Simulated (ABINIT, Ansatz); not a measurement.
# K2H4Pt (I4/mmm): G0W0 with ABINIT, start to end, part 3 of 3

Wanted: ground state, empty states, screening and self-energy for K2H4Pt (I4/mmm).

ABINIT 10.8.3; PBEsol and many-body steps on it, plane waves. Known limits of the many-body steps: not at the basis limit; no spin polarisation; d states lean on the start; no spin-orbit coupling; coarse k mesh.

So far. Step 3 (Bands along the symmetry lines): The gap is 2.585 eV, −0.002 eV from the run before at this level. Step 4 (Empty states on the mesh, 2×2×2 mesh, 90 bands): On this mesh the gap is 2.606 eV.

## (5) Screening, 2×2×2 mesh, 82 bands, screening to 98 eV

The RPA dielectric matrix is built and inverted for each q.

This step: RPA screening on PBEsol, plane waves, norm-conserving pseudopotentials.

run.abi reads:

```
acell 3*1.0 Angstrom
rprim 
  -2.874560180000 2.874560180000 3.861188830000
  2.874560180000 -2.874560180000 3.861188830000
  2.874560180000 2.874560180000 -3.861188830000
ntypat 3
znucl 19 1 78
natom 7
typat 1 1 2 2 2 2 3
xred 
  0.250000000000 0.750000000000 0.500000000000
  0.750000000000 0.250000000000 0.500000000000
  0.202788050000 0.797211950000 0.000000000000
  0.202788050000 0.202788050000 0.405576100000
  0.797211950000 0.202788050000 0.000000000000
  0.797211950000 0.797211950000 0.594423900000
  0.000000000000 0.000000000000 0.000000000000
pp_dirpath "pseudos"
pseudos "K.upf, H.upf, Pt.upf"
ecut 38
ngkpt 2 2 2
nshiftk 1
shiftk 0 0 0
kptopt 1
chksymbreak 0
istwfk *1
occopt 1
irdwfk 1
optdriver 3
nband 82
ecuteps 3.6
inclvkb 2
awtr 1
symchi 1
indata_prefix "in"
outdata_prefix "out"
tmpdata_prefix "tmp"
```

On the command line:

```bash
$ OMP_NUM_THREADS=1 mpirun -n 4 abinit run.abi > log
```

Numbers of over 12 decimals in the logs are rounded to 6 here.

The log of the run:

```text
.Version 10.8.3 of ABINIT. v10.8.2 released Aug 2026.

 Symmetries : space group I4/m m m (#139); Bravais tI (body-center tetrag.)
[... echo of the input left out ...]
== DATASET  1 ==================================================================
-   mpi_nproc: 4, omp_nthreads: 1 (-1 if OMP is not activated)

--- !DatasetInfo
iteration_state: {dtset: 1, }
dimensions: {natom: 7, nkpt: 4, mband: 82, nsppol: 1, nspinor: 1, nspden: 1, mpw: 9692, }
cutoff_energies: {ecut:  38.0, pawecutdg:  -1.0, }
electrons: {nelect:   4.00000000E+01, charge:   0.00000000E+00, occopt:   1.00000000E+00, tsmear:   1.00000000E-02, }

 SCREENING: Calculation of the susceptibility and dielectric matrices

 Based on a program developped by R.W. Godby, V. Olevano, G. Onida, and L. Reining.
 Incorporated in ABINIT by V. Olevano, G.-M. Rignanese, and M. Torrent.
.Using double precision arithmetic ; gwpc =  8

[... cell and pseudopotentials left out ...]
--------------------------------------------------------------------------------

 ==== K-mesh for the wavefunctions ====
 Number of points in the irreducible wedge :     4
[... list of points left out ...]
 Together with 16 symmetry operations and time-reversal symmetry
 yields     8 points in the full Brillouin Zone.

 ==== Q-mesh for the screening function ====
 Number of points in the irreducible wedge :     4
[... list of points left out ...]
 Together with 16 symmetry operations and time-reversal symmetry
 yields     8 points in the full Brillouin Zone.

 setmesh: FFT mesh size selected  =    45x   45x   45
          total number of points  =        91125

 vcoul_init : cutoff-mode = AUXILIARY_FUNCTION
 q-points for optical limit:   1
     1)      0.000010    0.000020    0.000030

- screening: taking advantage of time-reversal symmetry
- Maximum band index for partially occupied states nbvw = 20
- Remaining bands to be divided among processors   nbcw = 62
- Number of bands treated by each node ~15

 Number of electrons calculated from density =   40.0000; Expected =   40.0000
 average of density, n =  0.046445
 r_s =    1.7258
 omega_plasma =   20.7886 [eV]

 calculating chi0 at frequencies [eV] :
  1    0.000000E+00    0.000000E+00
  2    0.000000E+00    2.078861E+01

--------------------------------------------------------------------------------
  q-point number  1        q = ( 0.000000, 0.000000, 0.000000) [r.l.u.]
--------------------------------------------------------------------------------
[... chi0 elements left out ...]
 For q-point:  0.000010 0.000020 0.000030
  dielectric constant =   2.8105
  dielectric constant without local fields =   3.6397

  Average fulfillment of the sum rule on Im[epsilon] for q-point    1 :     47.63  [%]
[... wings left out ...]
  q-point number  2        q = ( 0.500000, 0.000000, 0.000000) [r.l.u.]
--------------------------------------------------------------------------------
[... chi0 elements left out ...]
  Average fulfillment of the sum rule on Im[epsilon] for q-point    2 :     55.55  [%]

 [... 2 further q-points ...]
```

The job ended after 30 s (4 MPI ranks of Intel Xeon Platinum 8488C (Sapphire Rapids), shared host; peak memory 1.7 GiB; 2 min of CPU time).

This step gave:

```
ε∞ with local fields, on this mesh, along the program's q direction : 2.811
the same without local fields                                       : 3.640
plasma frequency                                                    : 20.79 eV
plane waves in the screening matrix                                 : 275
```

Local fields lower ε∞ by 23 %. On a Γ-centred mesh this coarse the value itself is usually too large, while a short band sum pulls it down.

## (6) Self-energy, 2×2×2 mesh, 82 bands, screening to 98 eV

The self-energy is evaluated for the states that the input lists, and the levels follow from it, in one-shot runs by the linearised quasiparticle equation.

This step: G0W0 on PBEsol, plane waves, norm-conserving pseudopotentials.

Edit run.abi of step 5 so:

```diff
@@ -28,8 +28,19 @@
 irdwfk 1
-optdriver 3
+optdriver 4
 nband 82
+gwcalctyp 0
+ecutsigx 38
+symsigma 1
+nkptgw 3
+kptgw 
+  0.5000000000 0.5000000000 0.0000000000
+  0.5000000000 0.5000000000 0.5000000000
+  0.0000000000 0.0000000000 0.0000000000
+bdgw 
+  19 22
+  18 22
+  18 22
 ecuteps 3.6
-inclvkb 2
-awtr 1
-symchi 1
+irdscr 1
+ppmodel 1
 indata_prefix "in"
```

The log of the run:

```text
.Version 10.8.3 of ABINIT. v10.8.2 released Aug 2026.

 Symmetries : space group I4/m m m (#139); Bravais tI (body-center tetrag.)
[... echo of the input left out ...]
== DATASET  1 ==================================================================
-   mpi_nproc: 4, omp_nthreads: 1 (-1 if OMP is not activated)

--- !DatasetInfo
iteration_state: {dtset: 1, }
dimensions: {natom: 7, nkpt: 4, mband: 82, nsppol: 1, nspinor: 1, nspden: 1, mpw: 9692, }
cutoff_energies: {ecut:  38.0, pawecutdg:  -1.0, }
electrons: {nelect:   4.00000000E+01, charge:   0.00000000E+00, occopt:   1.00000000E+00, tsmear:   1.00000000E-02, }

 SIGMA: Calculation of the GW corrections

 Based on a program developped by R.W. Godby, V. Olevano, G. Onida, and L. Reining.
 Incorporated in ABINIT by V. Olevano, G.-M. Rignanese, and M. Torrent.
.Using double precision arithmetic ; gwpc =  8

[... cell and pseudopotentials left out ...]
--------------------------------------------------------------------------------

 ==== K-mesh for the wavefunctions ====
 Number of points in the irreducible wedge :     4
[... list of points left out ...]
 Together with 16 symmetry operations and time-reversal symmetry
 yields     8 points in the full Brillouin Zone.

 ==== Q-mesh for screening function ====
 Number of points in the irreducible wedge :     4
[... list of points left out ...]
 Together with 16 symmetry operations and time-reversal symmetry
 yields     8 points in the full Brillouin Zone.

 vcoul_init : cutoff-mode = AUXILIARY_FUNCTION
 q-points for optical limit:   1
     1)      0.000010    0.000020    0.000030
 setmesh: FFT mesh size selected  =    72x   72x   72
          total number of points  =       373248

 Number of electrons calculated from density =   40.0000; Expected =   40.0000
 average of density, n =  0.046445
 r_s =    1.7258
 omega_plasma =   20.7886 [eV]

 === KS Band Gaps ===
  >>>> For spin  1
   Minimum direct gap =   2.6251 [eV], located at k-point      :   0.5000  0.5000  0.5000
   Fundamental gap    =   2.6060 [eV], Top of valence bands at :   0.5000  0.5000  0.0000
                                       Bottom of conduction at :   0.5000  0.5000  0.5000
 SIGMA fundamental parameters:
 PLASMON POLE MODEL  1
 number of plane-waves for SigmaX                 9657
 number of plane-waves for SigmaC and W            275
 number of plane-waves for wavefunctions          9657
 number of bands                                    82
 number of independent spin polarizations            1
 number of spinorial components                      1
 number of k-points in IBZ                           4
 number of q-points in IBZ                           4
 number of symmetry operations                      16
 number of k-points in BZ                            8
 number of q-points in BZ                            8
 number of frequencies for dSigma/dE                 9
 frequency step for dSigma/dE [eV]                0.25
 number of omega for Sigma on real axis              0
 max omega for Sigma on real axis  [eV]           0.00
 zcut for avoiding poles [eV]                     0.10

 EPSILON^-1 parameters (SCR file):
 dimension of the eps^-1 matrix on file            275
 dimension of the eps^-1 matrix used               275
 number of plane-waves for wavefunctions          9657
 number of bands                                    82
 number of q-points in IBZ                           4
 number of frequencies                               2
 number of real frequencies                          1
 number of imag frequencies                          1

 matrix elements of self-energy operator (all in [eV])

 Perturbative Calculation

--- !SelfEnergy_ee
iteration_state: {dtset: 1, }
kpoint     : [   0.500,    0.500,    0.000, ]
spin       : 1
KS_gap     :    3.641
QP_gap     :    5.421
Delta_QP_KS:    1.781
data: !SigmaeeData |
     Band     E0 <VxcDFT>   SigX SigC(E0)      Z dSigC/dE  Sig(E)    E-E0       E
       19   0.814 -19.621 -23.952   4.018   0.792  -0.262 -19.869  -0.247   0.567
       20   1.111 -17.314 -20.766   2.942   0.805  -0.242 -17.725  -0.411   0.700
       21   4.752 -10.342  -6.670  -2.065   0.853  -0.172  -8.972   1.370   6.122
       22   5.795  -8.415  -4.471  -2.378   0.856  -0.168  -7.074   1.341   7.136

--- !SelfEnergy_ee
iteration_state: {dtset: 1, }
kpoint     : [   0.500,    0.500,    0.500, ]
spin       : 1
KS_gap     :    2.625
QP_gap     :    4.169
Delta_QP_KS:    1.544
data: !SigmaeeData |
     Band     E0 <VxcDFT>   SigX SigC(E0)      Z dSigC/dE  Sig(E)    E-E0       E
       18   0.819 -19.638 -23.972   4.024   0.792  -0.263 -19.883  -0.245   0.573
       19   0.819 -19.638 -23.972   4.024   0.792  -0.263 -19.883  -0.245   0.573
       20   1.092 -16.904 -20.242   2.826   0.806  -0.240 -17.317  -0.413   0.679
       21   3.717  -7.477  -3.854  -2.307   0.859  -0.164  -6.346   1.131   4.848
       22   5.273  -8.072  -4.487  -2.290   0.860  -0.162  -6.958   1.114   6.387

--- !SelfEnergy_ee
iteration_state: {dtset: 1, }
kpoint     : [   0.000,    0.000,    0.000, ]
spin       : 1
KS_gap     :    4.989
QP_gap     :    7.015
Delta_QP_KS:    2.026
data: !SigmaeeData |
     Band     E0 <VxcDFT>   SigX SigC(E0)      Z dSigC/dE  Sig(E)    E-E0       E
       18   0.790 -19.507 -23.836   3.990   0.793  -0.262 -19.776  -0.268   0.522
       19   0.790 -19.507 -23.836   3.990   0.793  -0.262 -19.776  -0.268   0.522
       20   0.797 -17.067 -20.605   3.004   0.804  -0.243 -17.497  -0.430   0.367
       21   5.785  -8.441  -4.168  -2.407   0.855  -0.170  -6.845   1.596   7.381
       22   6.309  -7.737  -3.708  -2.649   0.861  -0.161  -6.549   1.188   7.497

== END DATASET(S) ==============================================================
================================================================================

 -outvars: echo values of variables after computation  --------
           etotal      0.0000000000E+00
            nband          82
             nkpt           4
          spgroup         139
 [... the other variables as echoed above ...]

 Calculation completed.
```

Wall time 16 s (4 MPI ranks); peak memory 1.6 GiB.

Numbers from this step:

| Item | Value |
| --- | --- |
| G0W0 gap on the points computed | 4.148 eV |
| starting gap on the mesh | 2.606 eV |
| k of the valence top | 0.5, 0.5, 0 |
| k of the conduction bottom | 0.5, 0.5, 0.5 |
| Z at the valence top | 0.805 |
| Z at the conduction bottom | 0.859 |
| least direct G0W0 gap on the computed points | 4.169 eV |

The gap on the mesh goes from 2.61 eV to 4.15 eV, a correction of +1.54 eV.

Limits: finite bands, cutoff and mesh; no spin polarisation; d states lean on the start; no spin-orbit coupling; coarse k mesh. v1 is the top filled band, c1 the lowest empty one. Levels before and after the correction, in eV, zero at the valence-band top of each column:

```csv
,conduction bottom,valence top
Kohn-Sham,2.61,0.00
G0W0,4.15,0.00
```

|  | level | energy (eV) |
| --- | --- | --- |
| Kohn-Sham | (0.5 0.5 0) v2 | -0.297 |
| Kohn-Sham | (0.5 0.5 0) v1 | 0.000 |
| Kohn-Sham | (0.5 0.5 0) c1 | 3.641 |
| Kohn-Sham | (0.5 0.5 0) c2 | 4.684 |
| Kohn-Sham | (0.5 0.5 0.5) v3-v2 | -0.293 |
| Kohn-Sham | (0.5 0.5 0.5) v1 | -0.019 |
| Kohn-Sham | (0.5 0.5 0.5) c1 | 2.606 |
| Kohn-Sham | (0.5 0.5 0.5) c2 | 4.161 |
| G0W0 | (0.5 0.5 0) v2 | -0.133 |
| G0W0 | (0.5 0.5 0) v1 | 0.000 |
| G0W0 | (0.5 0.5 0) c1 | 5.422 |
| G0W0 | (0.5 0.5 0) c2 | 6.436 |
| G0W0 | (0.5 0.5 0.5) v3-v2 | -0.127 |
| G0W0 | (0.5 0.5 0.5) v1 | -0.021 |
| G0W0 | (0.5 0.5 0.5) c1 | 4.148 |
| G0W0 | (0.5 0.5 0.5) c2 | 5.687 |

## (7) Where the time went

Times are wall times on 4 MPI ranks of Intel Xeon Platinum 8488C (Sapphire Rapids), shared host, good to a factor of about two.

```
                          step     time  share  memory (GiB)
                  ground state  2.5 min   44 %          0.66
bands along the symmetry lines  1.7 min   30 %          0.52
      empty states on the mesh     41 s   12 %          0.45
                     screening     30 s    9 %           1.7
                   self-energy     16 s    5 %           1.6
```

## (8) Summary of results

| Property | Result |
| --- | --- |
| PBEsol gap | 2.58 eV, indirect (only 40 meV under the direct gap) |
| G0W0 gap on the mesh | 4.15 eV |
| G0W0 gap over the zone (rigid shift) | 4.13 eV |
| GW settings | 2×2×2 mesh, 82 bands, screening to 98 eV, Godby-Needs plasmon pole |
| known limits | not at the basis limit; no spin polarisation; d states lean on the start; no spin-orbit coupling; coarse k mesh |

What this shows: G0W0 moves the gap on the mesh from 2.61 eV to 4.15 eV (+1.54 eV), with Z of 0.81 and 0.86 at the edges. The mesh misses the band edges by 0.02 eV in all; a rigid shift gives 4.13 eV for the zone. Local fields lower the RPA ε∞ on this mesh from 3.64 to 2.81; a Γ-centred mesh this coarse tends to raise both, most where the direct gap is narrow, while a short band sum lowers them. Only 3 of the mesh's irreducible points were corrected, so a valley elsewhere could overtake. Bands and cutoff are finite, so the gap is not at the basis limit. The miss can reach some tenths of an eV and take either sign; the mesh is an error of its own. In the G0W0 run levels were corrected at 3 k points alone, so a gap called «on the mesh» is the least over those, and an edge elsewhere would be missed. The 2×2×2 mesh is coarse for this cell, which bears on the long-range parts of exchange and screening. The runs have no spin polarisation. For a closed low-spin shell that is the natural state; where a d or f shell is open it is a constraint, and the gap is then not the crystal's own. With d states at the gap, one-shot GW leans hard on its start. The many-body steps are scalar-relativistic: spin-orbit coupling is not in them.

[Paths, hosts, dates, memory and timing lines, banners, echoed tables and standing remarks are left out of the program output.]

[Logs are printed without paths, hosts, clocks, repeated set-up lines and the standing remarks that a program may print on its own settings, such as how far it seeks lower states.]

[Runs of the session that timed out or met a known fault of the program may be left out.]

[Hosts, paths, dates, database ids (printed as entryN), source tags and the programs' standing remarks are cut or masked in the printed files.]

[G0W0 gaps are taken among the corrected bands and points alone; a level outside them can change the order at an edge.]

[Where Ansatz stands beside ABINIT at settings called matched, ABINIT's density can come from a denser mesh and the files from another edition; pairs whose starting gaps differed by over 0.03 eV were left out, so agreement reads better than it is.]
